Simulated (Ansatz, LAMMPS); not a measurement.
# Localised basis functions on liquid mixture of dimethylformamide and H2O at 300 K (204 atoms)

Aim: test how closely localised support functions follow the reference on liquid mixture of dimethylformamide and H2O at 300 K (204 atoms), and at what cost. A setting counts as converged where the r.m.s. difference of forces stays under 1 % of the r.m.s. force.

Method: Kohn-Sham DFT, PBE+D4, PAW (set soft_2), plane waves, in Ansatz 0.2.0.

### Step 1. The structure

The cell holds 204 atoms: 15 C, 5 N, 53 O and 131 H. Its edges and angles: a = 12.753 Å, b = 12.753 Å, c = 12.753 Å, α = 90.0°, β = 90.0°, γ = 90.0°. 5 dimethylformamide, 48 H2O placed at random, at 0.985 g/cm³; overlaps pushed apart, then 10 ps at 450 K with MMFF94 bonds, angles, torsions, charges and radii (Halgren, J. Comput. Chem. 17, 490 (1996)) in harmonic and 12-6 forms; SPC/E water (Berendsen, Grigera and Straatsma, J. Phys. Chem. 91, 6269 (1987)). Snapshot after 20 ps at 300 K and fixed volume.

Limits known from the start: The network of contacts between molecules at the start is that of the classical potential that made the cell, and needn't be the one that DFT or experiment would give. The density was typed from a rule of thumb and may lie off the real one at this temperature. Sampling is at Γ alone, for a cell whose shortest periodic width is 13 Å.

### Step 2. The classical run that made the cell

A classical potential supplies the starting structure, since it reaches far longer times than DFT.

This step: classical MD, MMFF94 bonds, angles, torsions, charges and radii (Halgren, J. Comput. Chem. 17, 490 (1996)) in harmonic and 12-6 forms; SPC/E water (Berendsen, Grigera and Straatsma, J. Phys. Chem. 91, 6269 (1987)) (LAMMPS 22 Jul 2025 - Update 4).

in.lmp reads:

```
# liquid mixture of dimethylformamide and H2O
units real
atom_style full
boundary p p p
bond_style harmonic
angle_style harmonic
dihedral_style opls
improper_style harmonic
special_bonds lj 0 0 0.5 coul 0 0 0.75
read_data data.lmp
neigh_modify delay 0 every 1 check yes one 4000
comm_modify cutoff 12.0
timestep 0.5
thermo_style custom step time temp pe press density
thermo_modify norm yes
# push overlapping molecules apart
pair_style soft 2.6
pair_coeff * * 0.0
variable a equal ramp(1,60)
fix ad all adapt 1 pair soft a * * v_a
velocity all create 450 763388 mom yes dist gaussian
fix lim all nve/limit 0.03
fix lan all langevin 450 450 50 763389 zero yes
thermo 1000
run 3000 post no
unfix ad
pair_style lj/cut/coul/long 9.0
pair_modify mix arithmetic tail yes
pair_coeff 1 1 0.0678 3.3680   # C
pair_coeff 2 2 0.0721 3.3270   # N
pair_coeff 3 3 0.0678 3.4070   # C
pair_coeff 4 4 0.0763 2.9870   # O
pair_coeff 5 5 0.0216 2.5400   # H
pair_coeff 6 6 0.1553 3.1660   # O
# [... 20 lines left out ...]
compute msd all msd com yes
thermo 5000
fix md all nvt temp 300 300 100
run 20000 post no
print "== T300: mean square displacement over the hold $(c_msd[4]:%.2f) A^2"
unfix md
uncompute msd
write_dump all custom T300.dump id type xs ys zs modify sort id
```

Started as:

```sh
> lmp -in in.lmp -log none -nocite
```

Output:

```text
LAMMPS (22 Jul 2025 - Update 4)
Reading data file ...
  orthogonal box = (0 0 0) to (12.75251 12.75251 12.75251)
  204 atoms
  orthogonal box = (0 0 0) to (12.75251 12.75251 12.75251)
  151 bonds
  138 angles
  80 dihedrals
  5 impropers
   Step          Time           Temp          PotEng         Press         Density
         0   0              450            0.18470492     6843.419       0.98499947
      1000   500            399.02354      1.106993       33837.352      0.98499947
      2000   1000           389.10278      1.0005058      35220.347      0.98499947
      3000   1500           400.70702      0.90817315     39294.524      0.98499947
[... 30 lines left out ...]
   Step          Time           Temp          PotEng         Press         Density
[... 4 lines left out ...]
Loop time of 2.27994 s on 1 MPI rank(s) for 5000 steps with 204 atoms
   Step          Time           Temp          PotEng         Press         Density
[... 2 lines left out ...]
     25000   24000          336.41589     -3.2944862      181.92178      0.98499947
     30000   29000          285.501       -3.213423      -4400.2807      0.98499947
     35000   34000          316.71148     -3.283755       1971.0188      0.98499947
     37000   36000          282.89785     -3.2005906     -2547.3883      0.98499947
Loop time of 8.80064 s on 1 MPI rank(s) for 20000 steps with 204 atoms
== T300: mean square displacement over the hold 15.05 A^2
```

Run time: 17 s. Hardware: 1 thread of AMD EPYC 9R45, shared host; peak memory 0.12 GiB.

The input also reads data.lmp (atoms, bonds and types; not printed here).

### Step 3. Plane-wave single point

The first run uses the default basis; a harder plane-wave run follows as the reference for the support functions.

input.yaml reads:

```yaml
crystal:
  lattice:
    - [12.75251, 0.0, 0.0]
    - [0.0, 12.75251, 0.0]
    - [0.0, 0.0, 12.75251]
  atoms:
    - { symbol: C, position: [0.30513, 0.98272, 0.86204] }
    - { symbol: "N", position: [0.40732, 0.01775, 0.85853] }
    - { symbol: C, position: [0.41975, 0.12847, 0.83531] }
    - { symbol: C, position: [0.49547, 0.95468, 0.85961] }
    - { symbol: O, position: [0.48789, 0.85739, 0.86925] }
    - { symbol: H, position: [0.29608, 0.90738, 0.83002] }
    - { symbol: H, position: [0.25318, 0.03744, 0.82796] }
    - { symbol: H, position: [0.27576, 0.98066, 0.94035] }
    - { symbol: H, position: [0.41564, 0.13029, 0.75472] }
    - { symbol: H, position: [0.49812, 0.1604, 0.85089] }
    - { symbol: H, position: [0.36006, 0.17051, 0.87469] }
    - { symbol: H, position: [0.57292, 0.99743, 0.84475] }
    - { symbol: C, position: [0.75772, 0.25452, 0.60443] }
    - { symbol: "N", position: [0.76524, 0.15652, 0.66649] }
    - { symbol: C, position: [0.85601, 0.1483, 0.7365] }
    - { symbol: C, position: [0.6836, 0.08528, 0.66442] }
    - { symbol: O, position: [0.60015, 0.11009, 0.62447] }
    - { symbol: H, position: [0.70107, 0.24845, 0.54129] }
    - { symbol: H, position: [0.83056, 0.28655, 0.57892] }
    - { symbol: H, position: [0.71716, 0.30834, 0.65734] }
    - { symbol: H, position: [0.93396, 0.1685, 0.70333] }
    - { symbol: H, position: [0.85149, 0.06661, 0.77869] }
    - { symbol: H, position: [0.83098, 0.20512, 0.79352] }
    - { symbol: H, position: [0.69673, 0.01526, 0.71279] }
    - { symbol: C, position: [0.36701, 0.39818, 0.43386] }
    - { symbol: "N", position: [0.39969, 0.49996, 0.47244] }
    - { symbol: C, position: [0.32454, 0.56362, 0.52512] }
    - { symbol: C, position: [0.50605, 0.51864, 0.47811] }
    - { symbol: O, position: [0.57917, 0.45597, 0.45388] }
    - { symbol: H, position: [0.30158, 0.41224, 0.38167] }
    - { symbol: H, position: [0.34104, 0.35106, 0.49997] }
    - { symbol: H, position: [0.43176, 0.35656, 0.3968] }
    [... 166 atom lines left out ...]
    - { symbol: O, position: [0.90436, 0.09274, 0.19053] }
    - { symbol: H, position: [0.87528, 0.04119, 0.1391] }
    - { symbol: H, position: [0.86054, 0.09235, 0.25555] }
    - { symbol: O, position: [0.95226, 0.2804, 0.09089] }
    - { symbol: H, position: [0.94104, 0.20819, 0.11933] }
    - { symbol: H, position: [0.91935, 0.33285, 0.13902] }
kpoints:
  mp_grid: { grid: [1, 1, 1] }
hamiltonian:
  xc: pbe
  dispersion: d4
scf:
  occupations: { method: fixed }
output:
  forces: true
  stress: true
  populations: true
  dos:
    method: { smearing: { sigma: 0.08 } }
    de: 0.1
    projected: { site_lists: { C: [C], H: [H], "N": ["N"], O: [O] } }
  eigenvalues: true
  write_density: true
  write_potential: true
  volumetric_format: npy
  elf: true
```

Started as:

```sh
> ansatz run input.yaml --threads 8 --pin off --max-ram 15872MiB --backend cpu --events-out ev --progress --plain --runs-dir out
```

Output:

```text
Engine: ansatz 0.2.0, x86_64-unknown-linux-gnu
Pseudopotentials: kind: paw
Pseudopotential: C, paw, valence charge 4, recommended cutoff 420 eV (normal), C.paw.azcp
Pseudopotential: N, paw, valence charge 5, recommended cutoff 420 eV (normal), N.paw.azcp
Pseudopotential: O, paw, valence charge 6, recommended cutoff 420 eV (normal), O.paw.azcp
Pseudopotential: H, paw, valence charge 1, recommended cutoff 420 eV (normal), H.paw.azcp
[... 5 lines on functional and potentials left out ...]
Crystal: 204 atoms, lattice volume = 2073.896 Å³
Basis set: ecut = 420 eV, 40651 PW (Γ), exchange–correlation on 180×180×180 points (8 copies of the dense FFT grid, shifted against one another)
Bands: 471, of which v1, the nominal top of the filled ones, is band 267 counted from 1 (266 counted from 0)
Symmetry: 1 space group operations
Space group: P1 (ITA 1), of the structure as read, at distance tolerance 1.3e-4 Å
k-points: 1
[... 9 lines on functional and potentials left out ...]
Initial density: superposition of atomic densities (neutral atoms: chi_scale 0, normalization atom), corrected by the library's trained network
Initial wavefunctions: pseudopotential atomic-orbital guess
Functional: x = pbe(κ = 0.804, μ = 0.219515), c = pbe(β = 0.066725)
SCF iter   1: F=—  HF=-37865.623596 eV  |F-HF|=—  |Δ(HF+E_count)|=         —  Δρ=4.56e-3  dr2=4.61e-1  ethr=1.77e-3  ⟨swp⟩=5.0  Hψ=1655  notcnv=0  defer=199
preconditioner: auto → Resta (q_TF=auto, 2.176 Å⁻¹)  ε∞=2.2  [insulator: Δε(μ)=4.366 eV  Ē_g=17.265 eV  n_scr=364 (ndim 8)  ℏωp=18.8 eV  f_vac=0.264  ε∞_Penn≈2.2]
SCF iter   2: F=—  HF=-37865.493664 eV  |F-HF|=—  |Δ(HF+E_count)|=   1.30e-1  Δρ=2.40e-3  dr2=1.01e-1  ethr=8.63e-5  ⟨swp⟩=2.0  Hψ=811  notcnv=0  defer=202
SCF iter   3: F=—  HF=-37865.464687 eV  |F-HF|=—  |Δ(HF+E_count)|=   2.90e-2  Δρ=1.17e-3  dr2=3.47e-2  ethr=1.90e-5  ⟨swp⟩=2.0  Hψ=542  notcnv=0  defer=202
SCF iter   4: F=—  HF=-37865.456958 eV  |F-HF|=—  |Δ(HF+E_count)|=   7.73e-3  Δρ=4.63e-4  dr2=5.30e-3  ethr=6.49e-6  ⟨swp⟩=3.0  Hψ=543  notcnv=0  defer=202
SCF iter   5: F=—  HF=-37865.456306 eV  |F-HF|=—  |Δ(HF+E_count)|=   6.52e-4  Δρ=1.74e-4  dr2=7.15e-4  ethr=9.92e-7  ⟨swp⟩=2.0  Hψ=541  notcnv=0  defer=202
SCF iter   6: F=—  HF=-37865.456257 eV  |F-HF|=—  |Δ(HF+E_count)|=   4.95e-5  Δρ=6.44e-5  dr2=8.77e-5  ethr=1.34e-7  ⟨swp⟩=2.0  Hψ=539  notcnv=0  defer=199
SCF iter   7: F=—  HF=-37865.456306 eV  |F-HF|=—  |Δ(HF+E_count)|=   4.92e-5  Δρ=3.30e-5  dr2=2.10e-5  ethr=1.64e-8  ⟨swp⟩=2.0  Hψ=736  notcnv=0  defer=199
SCF iter   8: F=—  HF=-37865.456303 eV  |F-HF|=—  |Δ(HF+E_count)|=   2.26e-6  Δρ=1.24e-5  dr2=2.92e-6  ethr=3.93e-9  ⟨swp⟩=3.0  Hψ=539  notcnv=0  defer=199
SCF iter   9: F=—  HF=-37865.456304 eV  |F-HF|=—  |Δ(HF+E_count)|=   1.80e-7  Δρ=4.15e-6  dr2=3.31e-7  ethr=5.47e-10  ⟨swp⟩=3.0  Hψ=539  notcnv=0  defer=199
SCF iter  10: F=-37865.456304 eV  HF=-37865.456304 eV  |F-HF|=2.83e-8  |Δ(HF+E_count)|=  3.71e-10  Δρ=1.47e-6  dr2=4.90e-8  ethr=1.87e-11  ⟨swp⟩=21.0  Hψ=4665  notcnv=0
SCF 1 converged in 10 iterations: F = -37865.456304 eV  dr2 = 4.90e-8
  greatest PAW one-centre occupation: 0.873 electrons in one spin orbital (limit 2), on the O atom at site 40 (counted from 0), in its partial waves of l = 0
WARN: The input density's exchange-correlation potential varies sharply where the density is thin. Do not read a vacuum level from v_tot or v_xc, or from such a field of the output density. On a cell that repeats whose density bears no net charge and no dipole along the vacuum's axis use v_es (v_loc + v_h of the components); [...]
SCF converged after 10 iterations
Free energy (F): -37865.456304 eV
Harris-Foulkes:  -37865.456304 eV  (|F-HF|=2.83e-8)
Internal energy: -37865.456304 eV  (E = F + TS)
E sigma→0 (E₀):  -37865.456304 eV
Fermi energy:    -1.626640 eV
--- Per-component energies (eV) ---
  E_band       = -4938.225122
  E_kinetic    = 13076.365938
  E_local      = -42567.213271  (includes V_loc(G=0)·N_el)
  E_nonlocal   = 3407.487235
  E_hartree    = 15530.707543
  E_xc         = -6051.373307
  E_vxc        = -7703.976091  (∫ρ·V_xc dr)
  E_paw        = -10604.942714  (= ΣΔE_a)
  E_vpaw       = -2212.270759  (= ΣTr[D̂ρ^β])
  E_aug_tail   = -0.026089  (compensation charges beyond the density's cutoff)
  E_ewald      = -10649.657333
  E_disp       = -6.804304  (pairwise vdW)
  E_smearing   = -0.000000  (= −TS)
  E_closure    = 0.000000  (closes the sum)
  Σ components = -37865.456304   (vs F -37865.456304, Δ=0.00e0)
--- Forces (eV/Å), atoms counted from 1 ---
  atom   1  C     -1.16113676    -0.49107850     0.98134219
  atom   2  N      4.39142250     0.28154884     0.23463324
  atom   3  C      1.43143851    -0.71292528     1.03407437
  atom   4  C     -1.24574085     0.33762337    -0.45270789
  atom   5  O      0.28958640     0.33847139     0.26979734
  atom   6  H     -0.19931528    -1.49208480    -0.77884548
  atom   7  H     -0.73562961     0.85315078    -1.19515622
  atom   8  H     -0.28796302    -0.33991174     1.42959006
  atom   9  H     -0.69359040     0.93303549    -2.60404330
  atom  10  H     -0.04351060    -0.23361769     0.55624546
  atom  11  H     -0.77893166     0.92422853     0.44860087
  atom  12  H     -1.09396457    -0.47228162     0.37824901
  atom  13  C     -1.71711915    -0.49346237     1.48242023
  atom  14  N      0.21950201    -1.34892169    -1.72838577
[...]
atom 203  H     -0.33783858     0.57495555     0.76293717
  atom 204  H      0.27851177    -1.26435418    -0.58195514
  max |Σ_I F_I| component: 2.18e-5 eV/Å
--- Stress (GPa, compression-positive) ---
       -2.100739       0.135371       0.008346
        0.135371      -1.607481       0.238846
        0.008345       0.238845      -1.090303
  P = ⅓ Tr σ = -1.5995 GPa (-15.995 kbar)
--- Band table (eV) ---
  k-point 0: bands = ["-22.8883", "-22.5601", "-22.5587", "-21.8480", [... 455 levels ...], "11.0323", "11.0331", "11.0437", "11.0924", "11.1175", "11.1462", "11.1614", "11.1856", "11.2218", "11.2322", "11.2800", "11.3223"]
--- Löwdin populations: 204 sites ---
  site symbol       q [e]
     0      C      4.3912
     1      N      5.0489
     2      C      4.3659
[...]
203      H      0.5900
  spilling = 0.012017 (of n_electrons = 534.000000)
```

Run time: 8.2 s. Hardware: 8 threads of AMD EPYC 9R45, shared host; peak memory 3.1 GiB; 60 s of CPU time.

The column dr2 measures how far the density is from self-consistency, as an energy; F and HF (Harris–Foulkes) agree once it is small.

The program notes that the exchange-correlation potential is rough where the density is thin.

The run gave:

```yaml
free_energy: -37865.4563 eV
free_energy_per_atom: -185.6150 eV/atom
scf_cycles: 10
pressure: -1.6 GPa
r_m_s_force_component: 0.6915 eV/Å
longest_force: 4.407 eV/Å
fermi_energy: -1.627 eV
spacing_of_highest_filled_and_lowest_empty_level: 3.877 eV
spilling_of_the_projection: 0.01202
```

The r.m.s. force component of 0.69 eV/Å and the pressure of -1.6 GPa set the scale for the differences below.

### Step 4. Plane waves at 750 eV (750 eV)

A harder cutoff gives the support functions a reference with less basis error.

input.yaml, the sections that differ from step 3:

```yaml
output:
  forces: true
  eigenvalues: true
basis:
  ecutwfc: "750 eV"
# crystal, kpoints, hamiltonian, scf: as in step 3
```

Output:

```text
[...]
Crystal: 204 atoms, lattice volume = 2073.896 Å³
Basis set: ecut = 750 eV, 96969 PW (Γ), exchange–correlation on 240×240×240 points (8 copies of the dense FFT grid, shifted against one another)
Bands: 471, of which v1, the nominal top of the filled ones, is band 267 counted from 1 (266 counted from 0)
Symmetry: 1 space group operations
[...]
k-points: 1
[...]
SCF iter   1: F=—  HF=-37866.551739 eV  |F-HF|=—  |Δ(HF+E_count)|=         —  Δρ=4.73e-3  dr2=4.66e-1  ethr=1.77e-3  ⟨swp⟩=5.0  Hψ=1657  notcnv=0  defer=198
[...]
SCF iter   3: F=—  HF=-37866.393069 eV  |F-HF|=—  |Δ(HF+E_count)|=   2.82e-2  Δρ=1.21e-3  dr2=3.48e-2  ethr=1.92e-5  ⟨swp⟩=3.0  Hψ=543  notcnv=0  defer=40
automatic band count: iteration 3 solves 309 bands in place of 471: the levels show a gap, and the empty bands left out lie too high to hold charge; the band table lists the bands solved (type scf.n_extra_bands for more)
SCF iter   4: F=—  HF=-37866.385489 eV  |F-HF|=—  |Δ(HF+E_count)|=   7.58e-3  Δρ=4.69e-4  dr2=5.40e-3  ethr=6.52e-6  ⟨swp⟩=3.0  Hψ=543  notcnv=0  defer=40
SCF iter   5: F=—  HF=-37866.384835 eV  |F-HF|=—  |Δ(HF+E_count)|=   6.54e-4  Δρ=1.76e-4  dr2=7.22e-4  ethr=1.01e-6  ⟨swp⟩=2.0  Hψ=541  notcnv=0  defer=40
[...]
SCF iter   9: F=—  HF=-37866.384689 eV  |F-HF|=—  |Δ(HF+E_count)|=   1.90e-7  Δρ=4.21e-6  dr2=3.36e-7  ethr=5.51e-10  ⟨swp⟩=3.0  Hψ=647  notcnv=0  defer=37
SCF iter  10: F=-37866.384689 eV  HF=-37866.384689 eV  |F-HF|=3.01e-8  |Δ(HF+E_count)|=  4.00e-10  Δρ=1.48e-6  dr2=4.95e-8  ethr=1.87e-11  ⟨swp⟩=13.0  Hψ=1487  notcnv=0
SCF 1 converged in 10 iterations: F = -37866.384689 eV  dr2 = 4.95e-8
[...]
SCF converged after 10 iterations
Free energy (F): -37866.384689 eV
[...]
Internal energy: -37866.384689 eV  (E = F + TS)
E sigma→0 (E₀):  -37866.384689 eV
Fermi energy:    -1.627096 eV
[...]
Σ components = -37866.384689   (vs F -37866.384689, Δ=0.00e0)
--- Forces (eV/Å), atoms counted from 1 ---
  atom   1  C     -1.16916595    -0.49249806     0.98232939
  atom   2  N      4.38974913     0.28038017     0.23403070
  atom   3  C      1.43217078    -0.70537123     1.03119890
  atom   4  C     -1.24079709     0.33507882    -0.45334371
[...]
atom 204  H      0.28560287    -1.27728290    -0.59283891
  max |Σ_I F_I| component: 2.82e-5 eV/Å
--- Band table (eV) ---
[...]
```

Run time: 8.9 s. Hardware: 8 threads; peak memory 6.2 GiB.

Forces differ from the reference by 9.1 meV/Å r.m.s., 1.3 % of their size, over a tolerance of 1 %; the energy by -4.6 meV/atom. This is the tighter run, so the reference isn't converged in this setting (nor is this run shown to be).

### Step 5. Support functions medium

The cell is solved in localised support functions. Besides, the program derives a nominal cutoff of 464 eV for this run, against the reference's 750.

This step: Kohn-Sham DFT, PBE+D4, PAW (set soft_2), localised support functions (medium) (Ansatz 0.2.0).

input.yaml, the sections that differ from step 4:

```yaml
scf:
  occupations: { method: fixed }
  eigensolver: { kind: { support_functions: { accuracy: medium } } }
  max_iter: 150
# crystal, kpoints, hamiltonian, output: as in step 4
# basis: removed
```

Output:

```text
Warning: scf.eigensolver.kind.support_functions: disabling space-group detection — the functions' gradient is summed over unrotated k-points, so no spatial operation reduces the k-mesh or symmetrises the density; time reversal is kept, so that k and −k are solved as one point where they differ and the mesh holds both, and exact exchange and, on two spinor components, a DFT+U term hold to it where the run has them: [...]
Warning: basis.ecutwfc = 464 eV, auto-derived: no grid that the accuracy of the support functions lays serves the files at the lower one that their records recommend; a deck with other species or settings can derive another value
settings of this run that can trade accuracy for cost: scf.eigensolver.kind.support_functions [...]
[...]
Crystal: 204 atoms, lattice volume = 2073.896 Å³
Basis set: ecut = 464 eV, 47089 PW (Γ), exchange–correlation on 180×180×180 points (8 copies of the dense FFT grid, shifted against one another)
Bands: 321, of which v1, the nominal top of the filled ones, is band 267 counted from 1 (266 counted from 0)
Symmetry: 1 space group operations
k-points: 1
[...]
SCF iter   1: F=—  HF=-37880.893412 eV  |F-HF|=—  |Δ(HF+E_count)|=         —  Δρ=1.01e-1  dr2=1.92e2  ethr=1.00e-1
[...]
SCF iter  12: F=—  HF=-37866.500246 eV  |F-HF|=—  |Δ(HF+E_count)|=   1.42e-3  Δρ=1.93e-5  dr2=1.62e-5  ethr=1.13e-8  κ⁻¹=8.2e-5(r=7)
SCF iter  13: F=-37866.501367 eV  HF=-37866.501369 eV  |F-HF|=1.40e-6  |Δ(HF+E_count)|=   1.12e-3  Δρ=1.09e-5  dr2=4.07e-6  ethr=3.02e-9
SCF 1 converged in 13 iterations: F = -37866.514524 eV  dr2 = 4.07e-6
[...]
SCF converged after 13 iterations
Stability not checked: this state was not tested for a lower state beside it, because the mixer in use, unlike msr1, does not test its closes by its own steps (another_mixer; see scf.mixing.algorithm and scf.lower_state_search)
Free energy (F): -37866.514524 eV
[...]
Internal energy: -37866.514524 eV  (E = F + TS)
E sigma→0 (E₀):  -37866.514524 eV
Fermi energy:    -1.627238 eV
[...]
Σ components = -37866.514524   (vs F -37866.514524, Δ=0.00e0)
--- Forces (eV/Å), atoms counted from 1 ---
  atom   1  C     -1.16990283    -0.49280884     0.98232643
  atom   2  N      4.38975669     0.28090343     0.23407990
  atom   3  C      1.43239948    -0.70482038     1.03069308
  atom   4  C     -1.24029549     0.33241184    -0.45281941
[...]
atom 204  H      0.28665454    -1.27928036    -0.59465983
  max |Σ_I F_I| component: 2.61e-3 eV/Å
--- Band table (eV) ---
[...]
```

Elapsed: 31 s, on 8 threads; peak memory 4.8 GiB; 3.9 min of CPU time.

The program notes that the band table was not solved further than the SCF left it and it switched symmetry off.

Keys that differ from the reference: basis.ecutwfc removed, support_functions.accuracy = "medium" and scf.max_iter = 150.

Forces differ from the reference by 1.6 meV/Å r.m.s., 0.23 % of their size, well within a tolerance of 1 %; the energy by -0.64 meV/atom. It took 3.5 times the reference's time (shared host, so rough).

(Continued in part 2 of 3.)

[Long decimals in the printed logs are rounded to 6 places.]

[Logs are printed without paths, hosts, clocks, repeated set-up lines and the standing remarks that a program may print on its own settings, such as how far it seeks lower states.]

[Hosts, paths, dates, database ids (printed as entryN), source tags and the programs' standing remarks are cut or masked in the printed files.]

[The MMFF94 radii named for the starting cell were scaled by 0.96; in molecules described by MMFF94, hydrogen bound to N, O or S took a small fixed 12-6 site in their place.]
